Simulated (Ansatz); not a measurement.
In doubt: masses and optical values from hybrid runs of this build are listed as unsure, which bears on the screening that GW takes from such a start.

Rows from a G0W0 calculation on KCdCO3F (P-6m2) (Ansatz 0.2.0; G0W0 on HSE06, plane waves, PAW; PAW set soft_1; 6×6×6 mesh, 229 empty bands, screening to 100 eV, PAW set soft_1 files), in eV. Spin-orbit coupling is left out.

```csv
row,k,band,start,Σx,Σc at the solution,Vxc
A,"(0.000, 0.000, -0.500)",c1,9.704,-11.690,-3.431,-16.281
B,Γ,c1,7.354,-8.065,-3.489,-12.338
C,Γ,v1,3.717,-27.118,4.165,-22.599
D,Γ,c2,11.622,-10.659,-3.688,-15.974
E,"(0.000, 0.000, -0.500)",c2,10.800,-7.864,-3.669,-12.760
F,"(0.000, 0.000, -0.500)",v1,3.722,-27.130,4.165,-22.612
```

**Question.** Work out each quasiparticle level and how far it moved.

The quasiparticle equation reads E = start + Σx + Σc(E) − Vxc.

```csv
row,E (eV),shift (eV)
A,10.864,+1.160
B,8.139,+0.784
C,3.363,−0.354
D,13.249,+1.628
E,12.027,+1.227
F,3.370,−0.353
```

The gap over the computed points goes from 3.63 eV to 4.77 eV.

Limits: not at the basis limit; d shell near the gap, gap tends to lie low; no spin-orbit coupling.

[Paths, hosts, dates, memory and timing lines, banners, echoed tables and standing remarks are left out of the program output.]

[Logs are printed without paths, hosts, clocks, repeated set-up lines and the standing remarks that a program may print on its own settings, such as how far it seeks lower states.]

[Runs of the session that timed out or met a known fault of the program may be left out.]

[Cells called generated may have been cut or substituted from an entry of the Crystallography Open Database or the Materials Project.]

[Hosts, paths, dates, database ids (printed as entryN), source tags and the programs' standing remarks are cut or masked in the printed files.]
